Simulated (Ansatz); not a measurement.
# Phonons of SiNi (Pnma) against volume, part 2 of 3

Aim: how do the optical modes of SiNi (Pnma) move with volume?

Ansatz 0.2.0; DFT LDA, scalar-relativistic, plane waves, PAW; PAW set soft_1.

So far. Step 4 (Tight relaxation): The largest force component left is 0.18 meV/Å and the pressure is 0.000 GPa, within the tolerances set. The cell now holds 11.52 Å³/atom.

## 5. Zone-centre response at rest

Phonons follow from the second derivative of the energy, found here by linear response.

The modes at rest are the reference of the series.

input.yaml

```yaml
crystal:
  lattice:
    - [5.0431658991, 0.0, 0.0]
    - [0.0, 3.3377682144, 0.0]
    - [0.0, 0.0, 5.4733115954]
  atoms:
    - { symbol: Si, position: [0.3200784543, 0.75, 0.0873393153] }
    - { symbol: Si, position: [0.1799215457, 0.25, 0.5873393153] }
    - { symbol: Si, position: [0.8200784543, 0.75, 0.4126606847] }
    - { symbol: Si, position: [0.6799215457, 0.25, 0.9126606847] }
    - { symbol: Ni, position: [0.0091441854, 0.25, 0.1878718132] }
    - { symbol: Ni, position: [0.4908558146, 0.75, 0.6878718132] }
    - { symbol: Ni, position: [0.5091441854, 0.25, 0.3121281868] }
    - { symbol: Ni, position: [0.9908558146, 0.75, 0.8121281868] }
kpoints:
  mp_grid: { grid: [8, 12, 8] }
hamiltonian:
  xc: lda
  pseudopotentials: { kind: paw, azcp: { folder: soft_1 }, xc_functional: pbe }
scf:
  occupations: { method: methfessel_paxton, width: 0.2 }
output:
  eigenvalues: true
phonons:
  method: dfpt
```

On the command line:

```console
> ansatz run input.yaml --threads 8 --pin off --max-ram 16384MiB --backend cpu --events-out ev --progress --plain --runs-dir out
```

Numbers of over 12 decimals in the logs are rounded to 6 here.

The program printed:

```text
zone centre: on kpoints.mp_grid the ground state, and the responses unless they are solved on pairs of k-points, stand on 238 of the mesh's 768 k-points, reduced under 2 symmetry operations, with k and −k counted as one. Each operation leaves every solved displacement unchanged or reverses it
[...]
Crystal: 8 atoms, lattice volume = 92.132 Å³
Basis set: ecut = 420 eV, 1797 PW (Γ), exchange–correlation on 72×48×80 points (8 copies of the dense FFT grid, shifted against one another)
Bands: 53, of which v1, the nominal top of the filled ones, is band 44 counted from 1 (43 counted from 0)
Symmetry: 8 space group operations
k-points: 238 of 768 (irreducible under 2 space group operations, time reversal used)
[...]
SCF iter   1: F=—  HF=-25534.738032 eV  |F-HF|=—  |Δ(HF+E_count)|=         —  Δρ=7.58e-2  dr2=6.76e0  ethr=3.10e-3  ⟨swp⟩=7.3  Hψ=50350  notcnv=0
[...]
SCF iter  12: F=-25533.047203 eV  HF=-25533.047203 eV  |F-HF|=1.46e-11  |Δ(HF+E_count)|=  7.28e-12  S|Δr|=    0.00e0  Δρ=4.51e-8  dr2=1.41e-12  ethr=1.00e-12  ⟨swp⟩=11.8  Hψ=66358  notcnv=0
SCF 1 converged in 12 iterations: F = -25533.047203 eV  dr2 = 1.41e-12
[...]
DFPT response loops at Γ: preconditioner auto → Kerker (q_TF=auto, 2.708 Å⁻¹) (partly filled bands, converged f_vac=0.000); β = 1.00, the filter's whole step (`scf.mixing.beta` (0.50) is not read by the response loops under this deck's `scf.mixing.preconditioner`; to damp them name `kerker` or `kerker_dos`, under which they read `scf.mixing.beta`, and type it under 1.00, their step now; both keys bind the ground state too); Broyden in place of MSR1
SCF converged after 12 iterations
[...]
Free energy (F): -25533.047203 eV
[...]
Internal energy: -25533.049910 eV  (E = F + TS)
E sigma→0 (E₀):  -25533.047880 eV
Entropy (-TS):   0.002707 eV (0.338 meV/atom)
Fermi energy:    15.269935 eV
Step filling:    the computed levels leave a gap of 0.0000 eV = 0.0 smearing widths at the electron count; against every level under it full and every level over it empty, smearing changes F+E_penalty+E_count by +1.577 meV and its σ→0 estimate by +0.900 meV
[...]
--- Band table (eV; the first three rows and the last of 238) ---
  k-point 0: bands = [... 40 lower, 13.3812, 13.8695, 14.0586, 14.2874, 15.9577, 16.7392, 18.6878, 19.0638, ... 5 higher]
  k-point 1: bands = [... 40 lower, 13.5196, 13.9856, 14.1524, 14.2664, 16.1019, 16.9461, 18.2859, 19.3521, ... 5 higher]
  k-point 2: bands = [... 40 lower, 13.7455, 13.7611, 14.3154, 14.7100, 16.3275, 17.4691, 17.6023, 18.9081, ... 5 higher]
  k-point 237: bands = [... 40 lower, 13.2194, 13.2194, 13.2194, 13.2194, 17.9681, 17.9681, 17.9681, 17.9681, ... 5 higher]
--- Phonons (Γ-DFPT): 6 representative perturbations + reference, on 238 of 768 k-points (Σ response iterations 23) ---
  k mesh reduced under 2 symmetry operations, with k and −k counted as one. Each operation leaves every solved displacement unchanged or reverses it
  ASR residual: 1.415e-5 → 0.000e0 eV/Å²; symmetrization residual: 9.624e-7 eV/Å²
  ASR residual per site (eV/Å²): 1.41e-5 1.41e-5 1.41e-5 1.41e-5 1.13e-5 1.13e-5 1.13e-5 1.13e-5
  Γ frequencies (cm⁻¹): 0.00 0.00 0.00 157.71 177.15 194.21 208.41 210.19 226.57 232.76 238.11 268.89 291.65 302.75 307.25 311.06 336.58 344.34 353.25 361.37 375.92 400.32 406.13 424.00
  non-analytic LO–TO correction: not included (Born effective charges unavailable; polar crystals: no LO–TO splitting at Γ)
```

Wall time 2.2 min (8 threads of Arm Neoverse V2, shared host); peak memory 3.7 GiB; 17 min of CPU time.

This step gave:

| Item | Value |
| --- | --- |
| sum-rule residual before enforcement | 1.41e-5 eV/Å² |
| point group | mmm |
| highest optical mode at the zone centre (no LO-TO term) | 424 cm⁻¹ |
| lowest optical zone-centre mode | 157.7 cm⁻¹ |

Patterns of degenerate modes are one choice out of their space. Modes at Γ, with each element's share of the kinetic energy:

```csv
mode,frequency (cm⁻¹),symmetry,Si %,Ni %
1,0.0,acoustic,32,68
2,0.0,acoustic,32,68
3,0.0,acoustic,32,68
4,157.7,B1g,26,74
5,177.2,Au,4,96
6,194.2,B3u,8,92
7,208.4,B3g,6,94
8,210.2,Ag,6,94
9,226.6,Ag,18,82
10,232.8,B1u,58,42
11,238.1,B2g,32,68
12,268.9,B2g,1,99
13,291.6,B1u,36,64
14,302.8,Ag,97,3
15,307.2,B3u,72,28
16,311.1,Au,96,4
17,336.6,B3g,94,6
18,344.3,B2u,68,32
19,353.2,B2g,76,24
20,361.4,B1g,74,26
21,375.9,Ag,79,21
22,400.3,B1u,75,25
23,406.1,B3u,88,12
24,424.0,B2g,92,8
```

Displacements in mode 4 (157.7 cm⁻¹), the largest set to 1:
```
Si1  0.00  0.86  0.00
Si2  0.00 -0.86  0.00
Si3  0.00  0.86  0.00
Si4  0.00 -0.86  0.00
Ni5  0.00  1.00  0.00
Ni6  0.00 -1.00  0.00
Ni7  0.00  1.00  0.00
Ni8  0.00 -1.00  0.00
```

Displacements in mode 19 (353.2 cm⁻¹), the largest set to 1:
```
Si1  0.69  0.00 -1.00
Si2  0.69  0.00  1.00
Si3 -0.69  0.00 -1.00
Si4 -0.69  0.00  1.00
Ni5 -0.45  0.00 -0.15
Ni6 -0.45  0.00  0.15
Ni7  0.45  0.00 -0.15
Ni8  0.45  0.00  0.15
```

Before it was imposed, the acoustic sum rule was missed by 1.4e-5 eV/Å². Small misses are needed for a sound result but don't prove that mesh and cutoff are converged. The lowest optical mode is real, 158 cm⁻¹.

## 6. A member of the series: 1.06 times the volume at rest

The cell is set to 1.06 times the volume at rest, and shape and atoms relax at that volume.

input.yaml

```yaml
crystal:
  lattice:
    - [5.1376245683, 0.0, 0.0]
    - [0.0, 3.3918172724, 0.0]
    - [0.0, 0.0, 5.6042907122]
  atoms:
    - { symbol: Si, position: [0.3178091134, 0.75, 0.0858301487] }
    - { symbol: Si, position: [0.1821908866, 0.25, 0.5858301487] }
    - { symbol: Si, position: [0.8178091134, 0.75, 0.4141698513] }
    - { symbol: Si, position: [0.6821908866, 0.25, 0.9141698513] }
    - { symbol: Ni, position: [0.0074284954, 0.25, 0.1900505911] }
    - { symbol: Ni, position: [0.4925715046, 0.75, 0.6900505911] }
    - { symbol: Ni, position: [0.5074284954, 0.25, 0.3099494089] }
    - { symbol: Ni, position: [0.9925715046, 0.75, 0.8099494089] }
kpoints:
  mp_grid: { grid: [8, 12, 8] }
hamiltonian:
  xc: lda
  pseudopotentials: { kind: paw, azcp: { folder: soft_1 }, xc_functional: pbe }
scf:
  occupations: { method: methfessel_paxton, width: 0.2 }
output:
  forces: true
  stress: true
  eigenvalues: true
relax:
  adjacent_minimum: "off"
  f_tol: 0.001
  max_steps: 60
  cell: { stress_tol: 0.01, fix: [volume] }
```

The program printed:

```text
[...]
Crystal: 8 atoms, lattice volume = 97.660 Å³
Basis set: ecut = 420 eV, 1901 PW (Γ)
Bands: 53, of which v1, the nominal top of the filled ones, is band 44 counted from 1 (43 counted from 0)
Symmetry: 8 space group operations
[...]
k-points: 175 of 768
[...]
atoms:
    - { symbol: Si, position: [0.316672, 0.750000, 0.085214] }
    - { symbol: Si, position: [0.183328, 0.25, 0.585214] }
    - { symbol: Si, position: [0.816672, 0.750000, 0.414786] }
    - { symbol: Si, position: [0.683328, 0.25, 0.914786] }
    - { symbol: Ni, position: [0.00660962, 0.25, 0.191165] }
    - { symbol: Ni, position: [0.493390, 0.750000, 0.691165] }
    - { symbol: Ni, position: [0.506610, 0.25, 0.308835] }
    - { symbol: Ni, position: [0.993390, 0.750000, 0.808835] }
[key lines of the parts left out:]
SCF converged after 7 iterations
Free energy (F): -25532.867362 eV
Fermi energy:    14.148059 eV
P = ⅓ Tr σ = -9.8767 GPa (-98.767 kbar)
```

Run time: 45 s. Hardware: 8 threads; peak memory 0.99 GiB; 5.8 min of CPU time.

The steps of the relaxation:

```csv
step,energy less that of the first step (eV),largest force component (eV/Å),pressure (GPa),volume (Å³)
1,0.0000,0.0387,-10.10,97.66
2,-0.0009,0.0171,-9.99,97.66
3,-0.0013,0.0030,-9.88,97.66
4,-0.0013,0.0008,-9.88,97.66
5*,-0.0013,0.0008,-9.88,97.66
6,-0.0013,0.0002,-9.88,97.66
7*,-0.0013,0.0002,-9.88,97.66
```

Relaxation steps marked * repeat the geometry before them on a plane-wave basis chosen anew for their cell, so energy and pressure can jump there.

Forces are held to the 8 operations that the run works with; a distortion that breaks them can't arise in this run.

```
conventional cell, symmetrised  before  after  change
                         a (Å)   5.138  5.134  -0.1 %
                         b (Å)   3.392  3.388  -0.1 %
                         c (Å)   5.604  5.615  +0.2 %
              volume (Å³/atom)   12.21  12.21  -0.0 %
```

This step gave:

```
pressure        : -9.877 GPa
volume per atom : 12.21 Å³
```

The largest force component left is 0.22 meV/Å, at a pressure of -9.88 GPa.

## 7. Modes of this member: 1.06 times the volume at rest

The zone-centre modes follow for 1.06 times the volume at rest.

input.yaml, the sections that differ from step 6:

```yaml
crystal:
  lattice:
    - [5.1335951917, 0.0, 0.0]
    - [0.0, 3.3880540671, 0.0]
    - [0.0, 0.0, 5.6149192658]
  atoms:
    - { symbol: Si, position: [0.3166720694, 0.75, 0.0852138533] }
    - { symbol: Si, position: [0.1833279306, 0.25, 0.5852138533] }
    - { symbol: Si, position: [0.8166720694, 0.75, 0.4147861467] }
    - { symbol: Si, position: [0.6833279306, 0.25, 0.9147861467] }
    - { symbol: Ni, position: [0.0066096244, 0.25, 0.1911645659] }
    - { symbol: Ni, position: [0.4933903756, 0.75, 0.6911645659] }
    - { symbol: Ni, position: [0.5066096244, 0.25, 0.3088354341] }
    - { symbol: Ni, position: [0.9933903756, 0.75, 0.8088354341] }
output:
  eigenvalues: true
phonons:
  method: dfpt
# kpoints, hamiltonian, scf: as in step 6
# relax: removed
```

The program printed:

```text
[...]
Crystal: 8 atoms, lattice volume = 97.660 Å³
Basis set: ecut = 420 eV, 1901 PW (Γ), exchange–correlation on 72×48×80 points (8 copies of the dense FFT grid, shifted against one another)
Bands: 53, of which v1, the nominal top of the filled ones, is band 44 counted from 1 (43 counted from 0)
Symmetry: 8 space group operations
k-points: 238 of 768 (irreducible under 2 space group operations, time reversal used)
[...]
SCF iter   1: F=—  HF=-25534.752369 eV  |F-HF|=—  |Δ(HF+E_count)|=         —  Δρ=8.58e-2  dr2=8.65e0  ethr=3.10e-3  ⟨swp⟩=7.2  Hψ=49849  notcnv=0
[...]
SCF iter  12: F=-25532.867363 eV  HF=-25532.867363 eV  |F-HF|=7.28e-12  |Δ(HF+E_count)|=  7.28e-12  S|Δr|=    0.00e0  Δρ=6.65e-8  dr2=2.92e-12  ethr=1.00e-12  ⟨swp⟩=12.0  Hψ=66337  notcnv=0
SCF 1 converged in 12 iterations: F = -25532.867363 eV  dr2 = 2.92e-12
[...]
SCF converged after 12 iterations
[...]
Free energy (F): -25532.867363 eV
[...]
Internal energy: -25532.872219 eV  (E = F + TS)
E sigma→0 (E₀):  -25532.868577 eV
Entropy (-TS):   0.004856 eV (0.607 meV/atom)
Fermi energy:    14.148058 eV
[...]
--- Band table (eV; the first three rows and the last of 238) ---
  k-point 0: bands = [... 40 lower, 12.2530, 12.9481, 12.9579, 13.2263, 14.8503, 15.4303, 17.5882, 17.7995, ... 5 higher]
  k-point 1: bands = [... 40 lower, 12.4101, 12.8691, 13.1937, 13.2300, 14.9779, 15.6234, 17.1068, 18.1852, ... 5 higher]
  k-point 2: bands = [... 40 lower, 12.6541, 12.6644, 13.2818, 13.7025, 15.1514, 16.1156, 16.4299, 17.5500, ... 5 higher]
  k-point 237: bands = [... 40 lower, 12.2466, 12.2466, 12.2466, 12.2466, 16.6135, 16.6135, 16.6135, 16.6135, ... 5 higher]
[...]
ASR residual: 2.381e-5 → 0.000e0 eV/Å²; symmetrization residual: 9.539e-7 eV/Å²
[...]
```

Elapsed: 2.4 min, on 8 threads; peak memory 3.8 GiB.

This step gave:

- sum-rule residual before enforcement: 2.38e-5 eV/Å²
- highest optical mode at the zone centre (no LO-TO term): 391.3 cm⁻¹
- lowest optical zone-centre mode: 144.1 cm⁻¹

Patterns of degenerate modes are one choice out of their space. The modes at Γ (shares of kinetic energy by element, %):

```csv
mode,frequency (cm⁻¹),symmetry,Si %,Ni %
1,0.0,acoustic,32,68
2,0.0,acoustic,32,68
3,0.0,acoustic,32,68
4,144.1,B1g,24,76
5,156.3,Au,4,96
6,178.4,B3g,7,93
7,179.8,B3u,6,94
8,192.0,Ag,5,95
9,202.7,Ag,17,83
10,214.3,B1u,61,39
11,224.6,B2g,28,72
12,238.8,B2g,1,99
13,262.1,B1u,32,68
14,272.0,Ag,95,5
15,278.6,B3u,72,28
16,280.9,Au,96,4
17,299.8,B3g,93,7
18,307.6,B2u,68,32
19,315.1,B2g,79,21
20,315.8,B1g,76,24
21,341.4,Ag,82,18
22,366.6,B1u,75,25
23,373.8,B3u,90,10
24,391.3,B2g,92,8
```

The lowest optical mode is real, 144 cm⁻¹, and the highest lies at 391.3 cm⁻¹.

For the highest optical mode at the zone centre (no LO-TO term), step 5 gave 424 cm⁻¹; this run, with volume ratio 1.06, gives 391 cm⁻¹ (-8 %).

## 8. A member of the series: 0.9 times the volume at rest

The cell is set to 0.9 times the volume at rest, and shape and atoms relax at that volume.

input.yaml

```yaml
crystal:
  lattice:
    - [4.8512422709, 0.0, 0.0]
    - [0.0, 3.2905689995, 0.0]
    - [0.0, 0.0, 5.1943133644]
  atoms:
    - { symbol: Si, position: [0.3254071401, 0.75, 0.094286009] }
    - { symbol: Si, position: [0.1745928599, 0.25, 0.594286009] }
    - { symbol: Si, position: [0.8254071401, 0.75, 0.405713991] }
    - { symbol: Si, position: [0.6745928599, 0.25, 0.905713991] }
    - { symbol: Ni, position: [0.0135231081, 0.25, 0.1832727791] }
    - { symbol: Ni, position: [0.4864768919, 0.75, 0.6832727791] }
    - { symbol: Ni, position: [0.5135231081, 0.25, 0.3167272209] }
    - { symbol: Ni, position: [0.9864768919, 0.75, 0.8167272209] }
kpoints:
  mp_grid: { grid: [8, 12, 8] }
hamiltonian:
  xc: lda
  pseudopotentials: { kind: paw, azcp: { folder: soft_1 }, xc_functional: pbe }
scf:
  occupations: { method: methfessel_paxton, width: 0.2 }
output:
  forces: true
  stress: true
  eigenvalues: true
relax:
  adjacent_minimum: "off"
  f_tol: 0.001
  max_steps: 60
  cell: { stress_tol: 0.01, fix: [volume] }
```

The program printed:

```text
[...]
Crystal: 8 atoms, lattice volume = 82.919 Å³
Basis set: ecut = 420 eV, 1619 PW (Γ)
Bands: 53, of which v1, the nominal top of the filled ones, is band 44 counted from 1 (43 counted from 0)
Symmetry: 8 space group operations
[...]
k-points: 175 of 768
[...]
atoms:
    - { symbol: Si, position: [0.327109, 0.750000, 0.097503] }
    - { symbol: Si, position: [0.172891, 0.25, 0.597503] }
    - { symbol: Si, position: [0.827109, 0.750000, 0.402497] }
    - { symbol: Si, position: [0.672891, 0.25, 0.902497] }
    - { symbol: Ni, position: [0.015050, 0.25, 0.181881] }
    - { symbol: Ni, position: [0.484950, 0.750000, 0.681881] }
    - { symbol: Ni, position: [0.515050, 0.25, 0.318119] }
    - { symbol: Ni, position: [0.984950, 0.750000, 0.818119] }
[key lines of the parts left out:]
SCF converged after 7 iterations
Free energy (F): -25532.385817 eV
Fermi energy:    17.431523 eV
P = ⅓ Tr σ = 24.8998 GPa (248.998 kbar)
```

Run time: 47 s. Hardware: 8 threads; peak memory 0.91 GiB; 6 min of CPU time.

The steps of the relaxation:

```csv
step,energy less that of the first step (eV),largest force component (eV/Å),pressure (GPa),volume (Å³)
1,0.0000,0.0556,25.67,82.92
2,-0.0017,0.0297,25.49,82.92
3,-0.0040,0.0175,25.00,82.92
4,-0.0041,0.0180,24.90,82.92
5,-0.0042,0.0012,24.91,82.92
6,-0.0042,0.0005,24.91,82.92
7*,-0.0042,0.0005,24.91,82.92
8,-0.0043,0.0001,24.90,82.92
9*,-0.0043,0.0001,24.90,82.92
```

Relaxation steps marked * repeat the geometry before them on a plane-wave basis chosen anew for their cell, so energy and pressure can jump there.

The run keeps the 8 symmetry operations that it works with, so distortions that break them were not tested.

```
conventional cell, symmetrised  before  after  change
                         a (Å)   4.851  4.842  -0.2 %
                         b (Å)   3.291  3.323  +1.0 %
                         c (Å)   5.194  5.154  -0.8 %
              volume (Å³/atom)   10.36  10.36  -0.0 %
```

The atoms that moved most (Å, as changes of fractional coordinates times the final cell):

| atom | dx | dy | dz | length |
| --- | --- | --- | --- | --- |
| Si4 | -0.008 | 0.000 | -0.017 | 0.019 |
| Si3 | 0.008 | 0.000 | -0.017 | 0.019 |
| Si2 | -0.008 | 0.000 | 0.017 | 0.019 |
| Si1 | 0.008 | 0.000 | 0.017 | 0.019 |
| Ni8 | -0.007 | 0.000 | 0.007 | 0.010 |
| Ni5 | 0.007 | 0.000 | -0.007 | 0.010 |
| Ni7 | 0.007 | 0.000 | 0.007 | 0.010 |
| Ni6 | -0.007 | 0.000 | -0.007 | 0.010 |

Numbers from this step:

```
pressure        : 24.90 GPa
volume per atom : 10.36 Å³
```

The largest force component left is 0.098 meV/Å, at a pressure of 24.90 GPa.

(Continued in part 3 of 3.)

[Logs are printed without paths, hosts, clocks, repeated set-up lines and the standing remarks that a program may print on its own settings, such as how far it seeks lower states.]

[Hosts, paths, dates, database ids (printed as entryN), source tags and the programs' standing remarks are cut or masked in the printed files.]
